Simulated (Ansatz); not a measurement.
# ZrPbSO2 (built on the sites of a database entry of ZrPbO3): following an unstable mode

Which phase does ZrPbSO2 (built on the sites of a database entry of ZrPbO3) fall into along its unstable mode, and how much energy does it gain?

Program: Ansatz 0.2.0. Level of theory: DFT PBEsol, scalar-relativistic, plane waves, norm-conserving pseudopotentials. Results are calculated unless marked as measured.

The structure was built from a prototype and need not be the compound's stable phase.

## 1. The structure

Symmetry: P4/mmm, No. 123, tetragonal system. Conventional cell: a = 4.109 Å, b = 4.109 Å, c = 5.176 Å, α = 90.00°, β = 90.00°, γ = 90.00°. Nearest to Zr lie 4 O at 2.05 Å and 2 S at 2.59 Å. Pb has 4 S at 2.91 Å nearest. Nearest to O lie 2 Zr at 2.05 Å. Nearest to S lie 2 Zr at 2.59 Å and 4 Pb at 2.91 Å. Farther neighbours and most contacts between anions are not listed.

## 2. Zone-centre response

The cell comes from relaxations at this level that are not shown. The zone centre is the only wavevector solved here; it holds the modes that light can see, as far as symmetry allows. The response to a homogeneous field gives the Born charges and the dielectric tensor.

The input, input.yaml:

```yaml
crystal:
  lattice:
    - [4.1087549772, 0.0, 0.0]
    - [0.0, 5.1755016179, 0.0]
    - [0.0, 0.0, 4.1087549772]
  atoms:
    - { symbol: Zr, position: [0.0, 0.0, 0.0] }
    - { symbol: Pb, position: [0.5, 0.5, 0.5] }
    - { symbol: O, position: [0.5, 0.0, 0.0] }
    - { symbol: O, position: [0.0, 0.0, 0.5] }
    - { symbol: S, position: [0.0, 0.5, 0.0] }
kpoints:
  mp_grid: { grid: [8, 6, 8] }
hamiltonian:
  xc: pbesol
  pseudopotentials: { kind: nc }
scf:
  occupations: { method: fixed }
output:
  eigenvalues: true
phonons:
  method: dfpt
  dielectric: true
  rigid_motions: translations
```

Started as:

```sh
ansatz run input.yaml --threads 8 --pin off --max-ram 14336MiB --backend cpu --events-out ev --progress --plain --runs-dir out
```

Numbers of over 12 decimals in the logs are rounded to 6 here.

The program printed:

```text
Engine: ansatz 0.2.0, x86_64-unknown-linux-gnu
Pseudopotentials: kind: nc
Pseudopotential: Zr, nc, valence charge 12, recommended cutoff 897.975746 eV (normal), Zr.nc.azcp (PseudoDojo's, or run here from an input of PseudoDojo's: the run reads no file of this project's for it)
Pseudopotential: Pb, nc, valence charge 14, recommended cutoff 850 eV (normal), Pb.nc.azcp (PseudoDojo's, or run here from an input of PseudoDojo's: the run reads no file of this project's for it)
Pseudopotential: O, nc, valence charge 6, recommended cutoff 1142.878222 eV (normal), O.nc.azcp (PseudoDojo's, or run here from an input of PseudoDojo's: the run reads no file of this project's for it)
Pseudopotential: S, nc, valence charge 6, recommended cutoff 707.496042 eV (normal), S.nc.azcp (PseudoDojo's, or run here from an input of PseudoDojo's: the run reads no file of this project's for it)
Functional definition: PBEsol
  exchange = pbesol_x
  correlation = pbesol_c
Crystal: 5 atoms, lattice volume = 87.372 Å³
Basis set: ecut = 1142.878222 eV, 7697 PW (Γ), exchange–correlation on 96×120×96 points (8 copies of the dense FFT grid, shifted against one another)
Bands: 27, of which v1, the nominal top of the filled ones, is band 22 counted from 1 (21 counted from 0)
Symmetry: 16 space group operations
k-points: 196 of 384 (irreducible under 1 space group operation, time reversal used)
Non-local potential: Zr, projectors of the file, l = 0: 2, l = 1: 2, l = 2: 2
Non-local potential: Pb, projectors of the file, l = 0: 3, l = 1: 2, l = 2: 2, l = 3: 1
Non-local potential: O, projectors of the file, l = 0: 2, l = 1: 2, l = 2: 1
Non-local potential: S, projectors of the file, l = 0: 2, l = 1: 2, l = 2: 2
Initial density: superposition of atomic densities (chi_scale 0.1, normalization cell, long waves kept (reshape's long-wave potential 0.04 eV rms))
Initial wavefunctions: pseudopotential atomic-orbital guess
Functional: x = pbesol(κ = 0.804, μ = 0.123457), c = pbesol(β = 0.046)
SCF iter   1: F=—  HF=-4479.270463 eV  |F-HF|=—  |Δ(HF+E_count)|=         —  Δρ=4.78e-2  dr2=3.63e0  ethr=3.10e-3  ⟨swp⟩=5.1  Hψ=22374  notcnv=0  defer=448
preconditioner: auto → Resta (q_TF=auto, 2.434 Å⁻¹)  ε∞=5.1  [insulator: Δε(μ)=0.770 eV  Ē_g=11.784 eV  n_scr=20 (ndim 8)  ℏωp=23.8 eV  f_vac=0.000  ε∞_Penn≈5.1]
SCF iter   2: F=—  HF=-4478.295428 eV  |F-HF|=—  |Δ(HF+E_count)|=   9.75e-1  Δρ=2.56e-2  dr2=1.13e0  ethr=3.10e-3  ⟨swp⟩=3.4  Hψ=10300  notcnv=0  defer=549
SCF iter   3: F=—  HF=-4477.912234 eV  |F-HF|=—  |Δ(HF+E_count)|=   3.83e-1  Δρ=1.50e-2  dr2=1.46e-1  ethr=2.57e-3  ⟨swp⟩=3.1  Hψ=9511  notcnv=0  defer=550
SCF iter   4: F=—  HF=-4477.885420 eV  |F-HF|=—  |Δ(HF+E_count)|=   2.68e-2  Δρ=3.45e-3  dr2=1.40e-2  ethr=3.32e-4  ⟨swp⟩=2.1  Hψ=10005  notcnv=0  defer=569
SCF iter   5: F=—  HF=-4477.883906 eV  |F-HF|=—  |Δ(HF+E_count)|=   1.51e-3  Δρ=9.15e-4  dr2=8.90e-4  ethr=3.18e-5  ⟨swp⟩=2.1  Hψ=7771  notcnv=0  defer=584
SCF iter   6: F=—  HF=-4477.884063 eV  |F-HF|=—  |Δ(HF+E_count)|=   1.57e-4  Δρ=1.94e-4  dr2=3.88e-5  ethr=2.02e-6  ⟨swp⟩=2.1  Hψ=8219  notcnv=0  defer=584
SCF iter   7: F=—  HF=-4477.884082 eV  |F-HF|=—  |Δ(HF+E_count)|=   1.84e-5  Δρ=5.63e-5  dr2=4.31e-6  ethr=8.81e-8  ⟨swp⟩=2.0  Hψ=8795  notcnv=0  defer=467
SCF iter   8: F=—  HF=-4477.883996 eV  |F-HF|=—  |Δ(HF+E_count)|=   8.54e-5  Δρ=1.03e-5  dr2=1.71e-7  ethr=9.80e-9  ⟨swp⟩=2.4  Hψ=9420  notcnv=0  defer=264
SCF iter   9: F=—  HF=-4477.883997 eV  |F-HF|=—  |Δ(HF+E_count)|=   3.03e-8  Δρ=3.23e-6  dr2=1.40e-8  ethr=3.88e-10  ⟨swp⟩=2.0  Hψ=7559  notcnv=0  defer=264
SCF iter  10: F=—  HF=-4477.883997 eV  |F-HF|=—  |Δ(HF+E_count)|=   1.61e-9  Δρ=4.78e-7  dr2=1.77e-10  ethr=3.18e-11  ⟨swp⟩=2.0  Hψ=7672  notcnv=0  defer=264
SCF iter  11: F=-4477.883997 eV  HF=-4477.883997 eV  |F-HF|=3.64e-12  |Δ(HF+E_count)|=  1.33e-10  Δρ=8.38e-8  dr2=3.99e-12  ethr=1.00e-12  ⟨swp⟩=15.5  Hψ=42402  notcnv=0
SCF 1 converged in 11 iterations: F = -4477.883997 eV  dr2 = 3.99e-12
DFPT response loops at Γ: preconditioner auto → Resta (q_TF=auto, 2.434 Å⁻¹)  ε∞=6.7 (no band partly filled); β = 1.00, the filter's whole step (`scf.mixing.beta` (0.50) is not read by the response loops at its default; to damp them type it under 1.00, their step now; it binds the ground state too); Broyden in place of MSR1
── the response to a field inside a basis, on 10×8×10 k-points: an SCF that follows is theirs, and a resumed run solves both again ──
Bands: 23, of which v1, the nominal top of the filled ones, is band 22 counted from 1 (21 counted from 0)
k-points: 60
Initial density: handed on by an earlier stage of this run
Initial wavefunctions: pseudopotential atomic-orbital guess (no wavefunctions were taken with the density)
Eigensolver: Dense (60 Hₖ)
SCF iter   1: F=—  HF=-4477.864194 eV  |F-HF|=—  |Δ(HF+E_count)|=         —  Δρ=1.43e-4  dr2=2.38e-6  ethr=1.00e-1
preconditioner: auto → Resta (q_TF=auto, 2.434 Å⁻¹)  ε∞=5.6  [insulator: Δε(μ)=1.684 eV  Ē_g=11.094 eV  n_scr=20 (ndim 8)  ℏωp=23.8 eV  f_vac=0.004  ε∞_Penn≈5.6]
SCF iter   2: F=—  HF=-4477.864199 eV  |F-HF|=—  |Δ(HF+E_count)|=   4.51e-6  Δρ=7.55e-5  dr2=6.79e-7  ethr=5.40e-9
SCF iter   3: F=-4477.864201 eV  HF=-4477.864201 eV  |F-HF|=2.22e-9  |Δ(HF+E_count)|=   1.85e-6  Δρ=4.82e-6  dr2=1.87e-8  ethr=1.54e-9
SCF 1 converged in 3 iterations: F = -4477.864201 eV  dr2 = 1.87e-8
DFPT response loops at Γ: preconditioner auto → Resta (q_TF=auto, 2.434 Å⁻¹)  ε∞=6.0 (no band partly filled); β = 1.00, the filter's whole step (`scf.mixing.beta` (0.50) is not read by the response loops at its default; to damp them type it under 1.00, their step now; it binds the ground state too); Broyden in place of MSR1
WARN: field response: ε∞ stands inside a basis, on 10×8×10 points; the force constants stand on the 8×6×8 k-mesh, whose period is 10.37 times the interband length at k = (0.0000, 0.0000, -0.5000), direct gap 1.410 eV, under 14: take them and everything formed from them as unconverged, and compare with a denser kpoints.mp_grid
SCF converged after 11 iterations
Free energy (F): -4477.883997 eV
Harris-Foulkes:  -4477.883997 eV  (|F-HF|=3.64e-12)
Internal energy: -4477.883997 eV  (E = F + TS)
E sigma→0 (E₀):  -4477.883997 eV
Fermi energy:    9.251443 eV
--- Per-component energies (eV) ---
  E_band       = -161.189295
  E_kinetic    = 2033.235554
  E_local      = -2810.791349  (includes V_loc(G=0)·N_el)
  E_nonlocal   = -231.263212
  E_hartree    = 857.987268
  E_xc         = -1107.565432
  E_vxc        = -868.344802  (∫ρ·V_xc dr)
  E_ewald      = -3219.486826
  E_smearing   = -0.000000  (= −TS)
  E_closure    = -0.000000  (closes the sum)
  Σ components = -4477.883997   (vs F -4477.883997, Δ=0.00e0)
--- Band table (eV; the first three rows and the last of 196) ---
  k-point 0: bands = [... 18 lower, 7.7723, 8.4080, 8.4478, 8.4478, 11.2755, 11.2755, 12.3617, 12.6647, ... 1 higher]
  k-point 1: bands = [... 18 lower, 7.7022, 8.1068, 8.3127, 8.3466, 11.2902, 11.6442, 12.6855, 12.6916, ... 1 higher]
  k-point 2: bands = [... 18 lower, 7.6781, 7.8128, 8.2462, 8.2498, 11.3263, 12.1123, 12.5214, 13.0206, ... 1 higher]
  k-point 195: bands = [... 18 lower, 5.3269, 7.7562, 7.7562, 9.1144, 12.7668, 14.3144, 14.3144, 15.2687, ... 1 higher]
--- Phonons (Γ-DFPT): 9 representative perturbations + reference, on 196 of 384 k-points (Σ response iterations 33) ---
  k mesh reduced under 1 symmetry operation, with k and −k counted as one. Each operation leaves every solved perturbation unchanged. A smaller set is not considered because the run solves the response to a homogeneous field
  ASR residual: 1.878e-4 → 0.000e0 eV/Å²; symmetrization residual: 1.097e-5 eV/Å²
  ASR residual per site (eV/Å²): 1.88e-4 9.34e-5 1.16e-5 1.16e-5 1.48e-5
  Γ frequencies (cm⁻¹): -195.74 -132.17 -29.36 -29.36 0.00 0.00 0.00 107.36 107.36 127.61 152.85 152.85 339.19 454.91 454.91
  ε∞ (high-frequency dielectric tensor):
       11.145941     0.000000     0.000000
        0.000000     6.980651     0.000000
        0.000000     0.000000    11.145941
  softest optical mode at Γ: -195.74 cm⁻¹; the repairs (sum rule, projections) moved no ω² at Γ by more than (1.83 cm⁻¹)²
  Born effective charges Z* (e; rows j = field, columns β = displacement):
    site 0:
         6.93323    0.00000    0.00000
         0.00000    4.91633    0.00000
         0.00000    0.00000    6.93323
    site 1:
         5.13087    0.00000    0.00000
         0.00000    2.81726    0.00000
         0.00000    0.00000    5.13087
    site 2:
        -6.37653    0.00000    0.00000
         0.00000   -2.26913    0.00000
         0.00000    0.00000   -1.70651
    site 3:
        -1.70651    0.00000    0.00000
         0.00000   -2.26913    0.00000
         0.00000    0.00000   -6.37653
    site 4:
        -3.98106    0.00000    0.00000
         0.00000   -3.19534    0.00000
         0.00000    0.00000   -3.98106
  Z* charge neutrality: 3.416e-3 e pre-enforcement
  solved inside a basis spanned on kpoints, on 10×8×10 k-points transformed towards the longest dipole: ε∞ is read to err by 4.5e-2, Z* by 4.2e-2 e (field_mesh: kpoints solves on kpoints); Z* is corrected for what the basis lacks
  optical modes at Γ without the LO–TO term, one row a degenerate level:
      ω (cm⁻¹)  modes    IR ((D/Å)²/amu)
       -195.74      1             0.0000
       -132.17      1            14.6617
        -29.36      2            19.7752
        107.36      2            71.6420
        127.61      1            10.0133
        152.85      2             0.2971
        339.19      1             4.5187
        454.91      2            86.9363
  optical modes at Γ + LO–TO along q̂ = [1.0000, 0.0000, 0.0000]:
      ω (cm⁻¹)  modes    IR ((D/Å)²/amu)
       -195.74      1             0.0000
       -132.17      1            14.6617
        -29.36      1             9.8876
         38.36      1             0.0960
        107.36      1            35.8210
        127.61      1            10.0133
        152.67      1             0.0041
        152.85      1             0.1486
        262.22      1            13.6052
        339.19      1             4.5187
        454.91      1            43.4681
        585.72      1            75.6200
  optical modes at Γ + LO–TO along q̂ = [0.0000, 1.0000, 0.0000]:
      ω (cm⁻¹)  modes    IR ((D/Å)²/amu)
       -195.74      1             0.0000
        -34.03      1             0.9255
[...]
optical modes at Γ + LO–TO along q̂ = [0.0000, 0.0000, 1.0000]:
      ω (cm⁻¹)  modes    IR ((D/Å)²/amu)
       -195.74      1             0.0000
       -132.17      1            14.6617
        -29.36      1             9.8876
         38.36      1             0.0960
        107.36      1            35.8210
        127.61      1            10.0133
        152.67      1             0.0041
        152.85      1             0.1486
        262.22      1            13.6052
        339.19      1             4.5187
        454.91      1            43.4681
        585.72      1            75.6200
```

Run time: 5 min. Hardware: 8 threads of Intel Xeon Platinum 8259CL at 2.50GHz (Skylake/Cascade Lake), shared host; peak memory 7.7 GiB.

This step gave:

```
gap on the k-mesh                                       : 1.354 eV
volume per atom                                         : 17.47 Å³
sum-rule residual before enforcement                    : 1.88e-4 eV/Å²
miss of the charge sum rule                             : 0.003416 e
estimated error of the dielectric tensor                : 0.04537
estimated error of the Born charges                     : 0.04236 e
point group                                             : 4/mmm
highest optical mode at the zone centre (no LO-TO term) : 454.9 cm⁻¹
lowest optical zone-centre mode                         : -195.7 cm⁻¹
mean high-frequency dielectric constant                 : 9.758
largest Born charge (third of the trace)                : 6.261 e
top of the zone-centre spectrum with the field          : 585.7 cm⁻¹
```

Without the LO-TO term. Patterns of degenerate modes are one choice out of their space. Modes at Γ, with each element's share of the kinetic energy (negative means imaginary):

```csv
mode,frequency (cm⁻¹),symmetry,Zr %,Pb %,O %,S %
1,-195.7,B2u,0,0,100,0
2,-132.2,A2u,3,29,58,9
3,-29.4,Eu,22,35,41,1
4,-29.4,Eu,22,35,41,1
5,0.0,acoustic,25,57,9,9
6,0.0,acoustic,25,57,9,9
7,0.0,acoustic,25,57,9,9
8,107.4,Eu,40,0,15,45
9,107.4,Eu,40,0,15,45
10,127.6,A2u,61,14,24,1
11,152.8,Eu,10,8,38,44
12,152.8,Eu,10,8,38,44
13,339.2,A2u,11,0,9,80
14,454.9,Eu,3,0,96,1
15,454.9,Eu,3,0,96,1
```

Displacements in mode 1 (-195.7 cm⁻¹), the largest set to 1:
```
Zr1  0.00  0.00  0.00
Pb2  0.00  0.00  0.00
O3   0.00  1.00  0.00
O4   0.00 -1.00  0.00
S5   0.00  0.00  0.00
```

Displacements in mode 15 (454.9 cm⁻¹), the largest set to 1:
```
Zr1  0.00  0.00 -0.07
Pb2  0.00  0.00  0.00
O3   0.00  0.00 -0.37
O4   0.00  0.00  1.00
S5   0.00  0.00 -0.08
```

Before it was imposed, the acoustic sum rule was missed by 1.9e-4 eV/Å² and the charge sum rule by 0.0034 e. Small misses are needed for a sound result but don't prove that mesh and cutoff are converged. The lowest optical mode is imaginary, 195.7i cm⁻¹, so the energy falls along it.

The log warns of the k mesh: “the force constants stand on the 8×6×8 k-mesh, whose period is 10.37 times the interband length at k = (0.0000, 0.0000, -0.5000), direct gap 1.410 eV, under 14: take them and everything formed from them as unconverged”.

## 3. The mode frozen in, largest atomic shift 0 Å

The mode followed lies at Γ with frequency 132.2i cm⁻¹, one of the unstable modes though not the softest. At small amplitude the distorted cell has space group no. 99 by a symmetry search on the positions. The undistorted cell that holds it gives the zero of energy on the same k mesh.

input.yaml: that of step 2 with these lines changed.

```diff
@@ -17,8 +17,6 @@
 scf:
-  occupations: { method: fixed }
+  occupations: { method: gaussian, width: 0.02 }
 output:
+  forces: true
+  stress: true
   eigenvalues: true
-phonons:
-  method: dfpt
-  dielectric: true
-  rigid_motions: translations
```

The program printed:

```text
[...]
Crystal: 5 atoms, lattice volume = 87.372 Å³
Basis set: ecut = 1142.878222 eV, 7697 PW (Γ), exchange–correlation on 96×120×96 points (8 copies of the dense FFT grid, shifted against one another)
Bands: 27, of which v1, the nominal top of the filled ones, is band 22 counted from 1 (21 counted from 0)
Symmetry: 16 space group operations
[...]
k-points: 60 of 384
[...]
--- Band table (eV; the first three rows and the last of 60) ---
  k-point 0: bands = [... 18 lower, 7.7723, 8.4080, 8.4478, 8.4478, 11.2756, 11.2756, 12.3618, 12.6647]
  k-point 1: bands = [... 18 lower, 7.7022, 8.1068, 8.3127, 8.3466, 11.2902, 11.6442, 12.6856, 12.6916]
  k-point 2: bands = [... 18 lower, 7.6780, 7.8128, 8.2462, 8.2497, 11.3263, 12.1123, 12.5213, 13.0206]
  k-point 59: bands = [... 18 lower, 5.3268, 7.7562, 7.7562, 9.1144, 12.7668, 14.3144, 14.3144, 15.2686]
[key lines of the parts left out:]
SCF converged after 9 iterations
Free energy (F): -4477.883997 eV
Fermi energy:    9.928150 eV
P = ⅓ Tr σ = -0.0003 GPa (-0.003 kbar)
```

The job ended after 5.4 s (8 threads; peak memory 1.1 GiB; 38 s of CPU time).

Numbers from this step:

- pressure: -3.14e-4 GPa
- energy from the undistorted cell: 0 meV/atom

At this level the gap is 1.35 eV on the k-mesh of the self-consistent run, which can miss the band edges.

## 4. The mode frozen in, largest atomic shift 0.45 Å

The atoms are moved along the unstable eigenvector, the largest shift by 0.45 Å, with the cell fixed.

input.yaml, the sections that differ from step 3:

```yaml
crystal:
  lattice:
    - [4.1087549772, 0.0, 0.0]
    - [0.0, 5.1755016179, 0.0]
    - [0.0, 0.0, 4.1087549772]
  atoms:
    - { symbol: Zr, position: [0.0, 0.0122640661, 0.0] }
    - { symbol: Pb, position: [0.5, 0.4757394601, 0.5] }
    - { symbol: O, position: [0.5, 0.0869480938, 0.0] }
    - { symbol: O, position: [0.0, 0.0869480938, 0.5] }
    - { symbol: S, position: [0.0, 0.5351174713, 0.0] }
# kpoints, hamiltonian, scf, output: as in step 3
```

The program printed:

```text
[...]
Crystal: 5 atoms, lattice volume = 87.372 Å³
Basis set: ecut = 1142.878222 eV, 7697 PW (Γ), exchange–correlation on 96×120×96 points (8 copies of the dense FFT grid, shifted against one another)
Bands: 27, of which v1, the nominal top of the filled ones, is band 22 counted from 1 (21 counted from 0)
Symmetry: 8 space group operations
[...]
--- Band table (eV; the first three rows and the last of 60) ---
  k-point 0: bands = [... 18 lower, 7.3024, 8.0223, 8.0223, 8.2609, 12.1263, 12.2077, 12.2077, 13.0451]
  k-point 1: bands = [... 18 lower, 7.4611, 7.8393, 7.8655, 8.3068, 11.9484, 12.2048, 12.4357, 13.0297]
  k-point 2: bands = [... 18 lower, 7.5257, 7.5305, 7.9119, 8.1949, 11.9200, 12.2642, 12.6067, 13.0108]
  k-point 59: bands = [... 18 lower, 5.7168, 8.0633, 8.0633, 8.8513, 12.9544, 12.9544, 13.2161, 15.0207]
[key lines of the parts left out:]
SCF converged after 9 iterations
Free energy (F): -4478.054114 eV
Fermi energy:    10.153678 eV
P = ⅓ Tr σ = -2.4111 GPa (-24.111 kbar)
```

It took 9.7 s on 8 threads; peak memory 0.98 GiB; 71 s of CPU time.

This step gave:

```yaml
pressure: -2.411 GPa
gap_on_the_k_mesh: 1.624 eV
energy_from_the_undistorted_cell: -34.02 meV/atom
```

The energy, extrapolated to zero smearing, is -34.02 meV/atom against the undistorted cell.

The run ends at a pressure of -2.41 GPa, with forces up to 1.4 eV/Å.

## 5. Energy along the mode, all amplitudes (two of the runs are shown above)

An imaginary frequency means negative curvature, so the energy should fall and then rise again as anharmonic terms take over.

Numbers from this step:

```
depth at the lowest point sampled  : 34.02 meV/atom
largest atomic shift at that point : 0.45 Å
```

Table of energy from the parent by largest atomic shift:

| largest atomic shift (Å) | energy from the parent (meV/atom) |
| --- | --- |
| 0.000 | 0 |
| 0.040 | -0.563 |
| 0.080 | -2.21 |
| 0.140 | -6.42 |
| 0.220 | -14.2 |
| 0.320 | -24.8 |
| 0.450 | -34.0 |
| 0.600 | -29.7 |

Displacement at unit largest shift by atom:

| atom | x (Å) | y (Å) | z (Å) | size |
| --- | --- | --- | --- | --- |
| Zr1 | 0.00 | 0.14 | 0.00 | 0.14 |
| Pb2 | 0.00 | -0.28 | 0.00 | 0.28 |
| O3 | 0.00 | 1.00 | 0.00 | 1.00 |
| O4 | 0.00 | 1.00 | 0.00 | 1.00 |
| S5 | 0.00 | 0.40 | 0.00 | 0.40 |

The lowest of the steps tried is at 0.45 Å, 34.0 meV/atom below the parent; the bottom of the well need not coincide with a step.

(Part 1 of 3 ends here.)

[Logs are printed without paths, hosts, clocks, repeated set-up lines and the standing remarks that a program may print on its own settings, such as how far it seeks lower states.]

[Hosts, paths, dates, database ids (printed as entryN), source tags and the programs' standing remarks are cut or masked in the printed files.]
